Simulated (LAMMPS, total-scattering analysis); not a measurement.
## zinc-blende solid solution (Cd0.29,Zn0.71)S: Uiso of Zn against temperature

Simulated by classical molecular dynamics (LAMMPS) with the Stillinger-Weber II-VI potential (Zhou et al., Phys. Rev. B 88, 085309 (2013)); 512 atoms, zero pressure, classical nuclei. Uiso is the variance of an atom's position about its mean, per direction. The potential was fitted to tetrahedral crystals; it favours four neighbours in the liquid and keeps the solid to temperatures at which the real compounds have long melted or sublimed.

| T (K) | Uiso of Zn (Å²) |
| --- | --- |
| 200 | 0.00338 |
| 300 | ? |
| 520 | 0.00912 |
| 750 | 0.01395 |
| 980 | 0.01933 |

**Task.** Fit U/T against T with a straight line, read an effective Debye temperature from it, and predict the withheld row.

U/T in 10⁻⁵ Å²/K: 1.690 at 200 K, 1.754 at 520 K, 1.860 at 750 K, 1.972 at 980 K. The means are 612.5 K and 1.819; Σ(x − x̄)(y − ȳ) = 121.09 and Σ(x − x̄)² = 3.3268e+05, so the slope is 3.640e-04 per K and the intercept 1.596.

The intercept is the harmonic part: U = 3ħ²T/(M k θ²) with 3ħ²/(k u Å²) = 145.5 K and M = 65.38 u gives θ = √(145.5/(65.38 × 1.596×10⁻⁵)) = 373 K, an effective value for this element. The slope is the anharmonic part, expansion included: by 980 K it adds 22 % to U.

At 300 K, U = 300 × (1.596 + 0.109)×10⁻⁵ = 0.00512 Å²; the run gave 0.00523, a miss of -2.1 %.
